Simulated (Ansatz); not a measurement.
# Surface energy of W(210) slab (36 atoms)

What is the surface energy of this cell, counted against the bulk crystal, and how far does it hang on functional and mesh?

Calculated with Ansatz 0.2.0: Kohn-Sham DFT, PBE, PAW (set soft_2), plane waves; cutoff 420 eV, fermi-dirac smearing of 0.1 eV. Cutoffs: 420 eV for PBE and PBEsol; 500 eV for r2SCAN.

**The cells**

The cell holds 36 atoms: 36 W. Its edges and angles: a = 7.122 Å, b = 6.370 Å, c = 27.107 Å, α = 90.0°, β = 90.0°, γ = 90.0°. It derives from W. The starting structure: Slab of W cut on (2 1 0), 12.1 Å thick, 1 x 2 surface cells, both faces free, 15 Å of vacuum; not relaxed. Lattice constants are starting values near those of PBE. Vacuum lies along c.

The bulk reference is W2 in a cell of 2 atoms, 16.155 Å³ an atom.

The input of the single point on the relaxed cell:

```yaml
crystal:
  lattice:
    - [7.12188, 0.0, 0.0]
    - [0.0, 6.37, 0.0]
    - [0.0, 0.0, 27.10719]
  atoms:
    - { symbol: W, position: [0.90914, 0.25, 0.2843] }
    - { symbol: W, position: [0.19253, 0.0, 0.30558] }
    - { symbol: W, position: [0.49346, 0.25, 0.32976] }
    - { symbol: W, position: [0.79729, 0.0, 0.35491] }
    [... 30 atom lines left out ...]
    - { symbol: W, position: [0.70747, 0.75, 0.69442] }
    - { symbol: W, position: [0.99086, 0.5, 0.7157] }
kpoints:
  mp_grid: { grid: [5, 6, 1] }
hamiltonian:
  xc: pbe
scf:
  occupations: { method: fermi_dirac, width: 0.1 }
output:
  forces: true
  populations: true
  dos:
    method: { smearing: { sigma: 0.08 } }
    de: 0.1
    projected: { site_lists: { W: [W] } }
  eigenvalues: true
  write_density: true
  write_potential: true
  volumetric_format: npy
```

| cell | formula | k-mesh | relaxation steps | gain on relaxing (eV) | free energy, PBE (eV) | time of its runs on this page |
| --- | --- | --- | --- | --- | --- | --- |
| W(210) slab | W36 | 5×6×1 (relaxed on 3×4×1) | 5 | 1.25 | -373832.936 | 24 s |
| bulk W | W2 | 17×17×17 | - | - | -20769.662 | 6.4 s |

**Surface energy**

The excess is the cell's free energy less 18 times that of the bulk cell. It is divided by twice the area, as the cell holds two faces, so the value is their mean, and they need not be alike (45.37 Å²), with 1 eV/Å² = 16.022 J/m².

| level | k-mesh | excess (eV) | surface energy (J/m²) | per area (meV/Å²) |
| --- | --- | --- | --- | --- |
| PBE | 5×6×1 | 20.976 | 3.704 | 231.2 |
| PBE, denser mesh | 6×7×1 | 20.980 | 3.705 | 231.2 |
| r2SCAN | 5×6×1 | 22.806 | 4.027 | 251.4 |
| PBEsol | 5×6×1 | 22.825 | 4.030 | 251.6 |

Worked for the first row at PBE: (-373832.936) − 18 × (-20769.662) = 20.976 eV (from unrounded energies).

Then 20.976 / (2 × 45.37) × 16.022 = 3.704 J/m².

**Findings**

At PBE the surface energy is 3.70 J/m². At the same geometries the levels give 3.70 (PBE) to 4.03 J/m² (PBEsol) and the denser mesh leaves it within 0.01 J/m². Relaxing the atoms lowered it by 0.220 J/m² from the start (on the 3×4×1 mesh of the relaxation), and the farthest atom moved 0.22 Å.

Limits: The cell edges were held, so the lattice is the typed one for every functional. Cell and bulk are sampled on unlike meshes, and the error grows with the number of atoms subtracted. These are free energies under a smearing of 0.1 eV, whose entropy term isn't removed. Spin–orbit coupling is left out, which matters for the levels of the heavy elements. In some runs the program notes that the exchange-correlation potential is rough where the density is thin.

[Logs are printed without paths, hosts, clocks, repeated set-up lines and the standing remarks that a program may print on its own settings, such as how far it seeks lower states.]

[Hosts, paths, dates, database ids (printed as entryN), source tags and the programs' standing remarks are cut or masked in the printed files.]
